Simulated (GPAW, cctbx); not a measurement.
# How far are the atoms of RbNbS3 from free atoms?

Aim: compute the bonding part of the density of RbNbS3, find which reflections carry it, and see how it biases an ordinary refinement.

The cell comes from substitution in a known structure type and wasn't matched to any measured phase. All numbers below are calculated.

## 1. Find the equilibrium geometry

The density hangs on the geometry, so cell and atoms are relaxed first, with the symmetry held. The cutoff is set higher than for the density because stress converges slowly with plane waves.

Settings: GPAW 26.7.0, PBE, 570 eV, 3×3×3 k-points, Fermi–Dirac width 0.05 eV, BFGS to 0.03 eV/Å.

```text
cell
1.0
     5.136000000    0.000000000    0.000000000
     0.000000000    5.136000000    0.000000000
     0.000000000    0.000000000    5.136000000
Nb Rb S
1 1 3
Direct
0.000000000 0.000000000 0.000000000
0.500000000 0.500000000 0.500000000
0.000000000 0.000000000 0.500000000
0.000000000 0.500000000 0.000000000
0.500000000 0.000000000 0.000000000
```

```console
$ OMP_NUM_THREADS=1 mpirun -n 4 gpaw python run.py > gpaw.log
```

```text
BFGS:    0      -27.650539        1.286138
BFGS:    1      -27.718728        1.202946
BFGS:    2      -28.084590        0.411241
BFGS:    3      -28.122725        0.076604
BFGS:    4      -28.124410        0.004070
cell  4.9011 4.9011 4.9011  90.00 90.00 90.00
volume 117.730 A^3, largest force 0.000 eV/A, largest stress 0.03 GPa
```

The cell moved far, while the k-mesh and basis were chosen for the start, so the final shape may be somewhat biased.

After 4 steps the volume has changed by -13.1 % and the energy by -0.474 eV; the largest stress left is 0.03 GPa. It took 23 s on 4 cores of Intel(R) Xeon(R) Platinum 8488C (Sapphire Rapids) (shared host), peak memory 0.93 GiB.

Relaxed structure: Pm-3m (no. 221), a = 4.9011 Å, b = 4.9011 Å, c = 4.9011 Å, α = 90.00°, β = 90.00°, γ = 90.00°.

```csv
atom,mult.,x,y,z
Nb1,1,0,0,0
Rb1,1,1/2,1/2,1/2
S1,3,0,0,1/2
```

## 2. The all-electron density

X-rays see the whole electron density, so the PAW density is rebuilt with its core regions. Subtracting spherical free atoms from the same code cancels the cores and leaves the deformation density Δρ, the part due to bonding.

Settings: PBE, 450 eV, 4×4×4 k-points, Fermi–Dirac width 0.05 eV; primitive cell of 5 atoms.

```console
$ OMP_NUM_THREADS=1 mpirun -n 4 gpaw python run.py > gpaw.log
```

```text
|iter:   1|       0s |  -32.300866 | -0.25 |       |
|iter:   2|       0s |  -30.950565 | -1.79 | -0.93 |
|iter:   3|       1s |  -29.299702 | -0.29 | -0.99 |
...
|iter:   8|       2s |  -28.408594c| -5.61 | -3.45 |
|iter:   9|       3s |  -28.408597c| -6.80 | -4.09c|
|iter:  10|       3s |  -28.408597c| -7.58c| -4.84c|
```

```text
grid (48, 48, 48)  electrons 126.000  moved by bonding 1.036 e
deformation density beyond 0.5 A of the nuclei: max 0.124, min -0.145 e/A^3
atom        x       y       z   Voronoi charge  moment
Nb1    0.0000  0.0000  0.0000      0.578       0.00
Rb2    0.5000  0.5000  0.5000      0.214       0.00
S 3    0.0000  0.0000  0.5000     -0.264       0.00
S 4    0.0000  0.5000  0.0000     -0.264       0.00
S 5    0.5000  0.0000  0.0000     -0.264       0.00
mean inner potential of superposed free atoms 15.201 V
total magnetic moment 0.000 muB
```

Deformation density in a plane through the shortest contact of the Nb atom at the origin, in 0.01 e/Å³ (clipped at ±99); x from -1.6 to 4.1 Å, y from 2.4 down to -2.4 Å:

```text
 -1   0   1  -3   .   .  -1   1   0  -1  -1  -1  -1  -1   0   1
  0   1   2   2   1   1   3   2   0  -1  -1  -1  -1   0   1   2
  0   1   4   8  12  11   6   2   0   0  -1  -1   0   0   1   4
  1   1   1   4   6   5   2   1   1   1   1   0   1   1   1   1
  4   2  -5 -10  -9 -10  -8  -1   4   4   1   0   3   4   2  -5
  9   5  -9 -10   .  -4 -13  -2   9   7  -2   .   3   9   5  -9
 12   7  -8  -2   .   .  -9  -1  12   8   .   .   1  12   7  -8
  9   5  -9 -10   .  -4 -13  -2   9   7  -2   .   3   9   5  -9
  4   2  -5 -10  -9 -10  -8  -1   4   4   1   0   3   4   2  -5
  1   1   1   4   6   5   2   1   1   1   1   0   1   1   1   1
  0   1   4   8  12  11   6   2   0   0  -1  -1   0   0   1   4
  0   1   2   2   1   1   3   2   0  -1  -1  -1  -1   0   1   2
 -1   0   1  -3   .   .  -1   1   0  -1  -1  -1  -1  -1   0   1
```

Atoms in or within 0.15 Å of the plane: Nb (0.0, 0.0), S (2.5, 0.0) Å. Dots mark points within about 0.45 Å of a nucleus; large values next to them are atomic features.

S gains most (-0.26 e) and Nb loses most (+0.58 e); S is the most electronegative element, but the order of the others doesn't follow electronegativity. Such charges fall far short of formal ones, since overlapping free atoms already put density on their neighbours. Along the shortest contact from the Nb atom at the map's origin, Nb–S at 2.45 Å, Δρ is +0.07 e/Å³ at the midpoint and highest, +0.12, 1.53 Å from Nb (points within 0.5 Å of a nucleus left out): little sits at the middle, as in a polar contact, whose build-up shifts to the more electronegative atom. Point values carry grid noise of about 0.01 e/Å³. The run needed 10 iterations, 7.8 s.

## 3. From the density to structure factors

The Fourier components of Δρ, added to those of the free atoms, give the static X-ray structure factors; the Mott–Bethe relation turns them into the Fourier components V of the potential that fast electrons feel.

```text
static structure factors of the conventional cell: F in electrons, V (Mott-Bethe) in volts
   h  k  l      d  |F| table  |F| free   |F| DFT   change   |V| free  |V| DFT  change %
   0  1  0  4.9011    17.811    17.744    17.732   -0.012     2.110    2.121      0.5
   0  1  1  3.4656    54.378    54.360    53.961   -0.399     3.573    3.759      5.2
   1  1  1  2.8297    32.260    32.328    32.960    0.631     3.638    3.442     -5.4
   0  2  0  2.4505    94.287    94.330    94.236   -0.094     7.404    7.426      0.3
   0  2  1  2.1918    13.245    13.228    13.011   -0.217     1.267    1.307      3.2
   1  2  1  2.0009    47.137    47.099    46.900   -0.199     2.323    2.354      1.3
   0  2  2  1.7328    81.450    81.494    81.312   -0.182     5.203    5.224      0.4
   1  2  2  1.6337    11.477    11.492    11.355   -0.137     0.884    0.898      1.6
   0  3  0  1.6337    11.477    11.492    11.765    0.273     0.884    0.856     -3.2
   0  3  1  1.5499    42.432    42.443    42.675    0.232     1.829    1.807     -1.2
   1  3  1  1.4777    23.162    23.150    22.936   -0.214     1.773    1.791      1.0
   2  2  2  1.4148    73.961    74.009    73.919   -0.090     4.052    4.059      0.2
   0  3  2  1.3593    10.420    10.475    10.584    0.109     0.685    0.677     -1.1
   1  3  2  1.3099    39.072    39.116    39.195    0.079     1.529    1.523     -0.3
```

The largest X-ray change is +0.63 e on 111, 2.0 % of |F|. For electrons V goes as (Z − F)/g², so a change of F counts against Z − F, which is small at low angle and wherever the atoms' terms cancel: |V| of 111 moves by -5.4 % (3.64 to 3.44 V) against +2.0 % in |F|. The tabulated Hartree–Fock atoms differ from the free DFT atoms by up to 0.07 e, so the choice of reference atom matters too.

## 4. Which functional?

The same geometry is run with other functionals, to see whether the bonding signal is larger than the spread between approximations. Free atoms are LDA for LDA and PBE otherwise; meta-GGAs and hybrids keep PBE cores. Any other changed setting is in the row's label.

```csv
run,ΔF 111 (e),ΔF 011 (e),ΔF 030 (e),q(S) (e),moved (e),time
PBE,+0.631,-0.399,+0.273,-0.264,1.036,7.8 s
LDA,+0.576,-0.380,+0.282,-0.249,0.971,7.4 s
r2SCAN,+0.664,-0.446,+0.287,-0.292,1.142,37 s
```

At the base's settings ΔF(111) spans +0.576 to +0.664 e, a spread of 14 % of the PBE value; over the three listed reflections the spread is at most 17 %, so sign and size hold across the functionals. Times are from shared hosts.

## 5. Refining ordinary atoms against data with bonding

Routine crystallography fits spherical atoms. To see the bias, intensities are simulated from tabulated atoms plus the DFT change ΔF, so that bonding alone can misfit (7808 reflections of the full sphere, merged to the counts below, to 0.4 Å, 1 % proportional noise plus counting noise, assumed isotropic U as listed, Δρ smeared by the mean U) and refined with cctbx over different ranges.

```csv
range,data,R1,GooF,U Nb1 (true 0.0028),U Rb1 (true 0.0029),U S1 (true 0.0039),largest shift (Å),"Δρ max, min (e/Å³)"
all data,243,0.0028,1.22,0.0028,0.0029,0.0039,0.0000,"0.22, -0.18"
"low resolution, d > 0.84",38,0.0037,2.22,0.0027,0.0029,0.0039,0.0000,"0.13, -0.11"
"high order, d < 0.75",194,0.0025,0.93,0.0028,0.0029,0.0039,0.0000,"0.10, -0.11"
"occupancies free, d > 0.7",57,0.0033,1.93,0.0028,0.0029,0.0038,0.0000,"0.13, -0.12"
```

With all data GooF is 1.22, diluted by the many high-angle data; the misfit shows at low resolution; the top residual peak lies 0.93 Å from S and 1.52 Å from Nb. No U is off by more than 3 s.u. at low resolution. Symmetry fixes every coordinate, so the shifts are zero by construction. With Nb1 held at 1 and the scale free, the other occupancies refine to Rb1 1.000(0.002) and S1 0.997(0.003), within three s.u. of full.

## 6. Answer

Bonding moves 1.04 e in the primitive cell of RbNbS3 and changes the structure factors of the conventional cell in the table above by at most 0.63 e (111, 2.0 %), and among reflections above 2 % of the strongest by up to 2.4 % (030). The shortest bond, Nb–S, has Δρ = +0.07 e/Å³ at its midpoint, low for a shared bond; with the charge transfer this is a polar contact. At the base's settings ΔF(111) spans +0.576 to +0.664 e, a spread of 14 % of the PBE value; over the three listed reflections the spread is at most 17 %, so sign and size hold across the functionals. With all data GooF is 1.22, diluted by the many high-angle data. Limits: static density, frozen cores, no spin–orbit coupling.

[Outputs are excerpts: Python notices, other lines and further rows are left out; steps that failed or that the build refused (PBEsol, TPSS) are not shown.]

[Logs are printed without paths, hosts, clocks, repeated set-up lines and the standing remarks that a program may print on its own settings, such as how far it seeks lower states.]
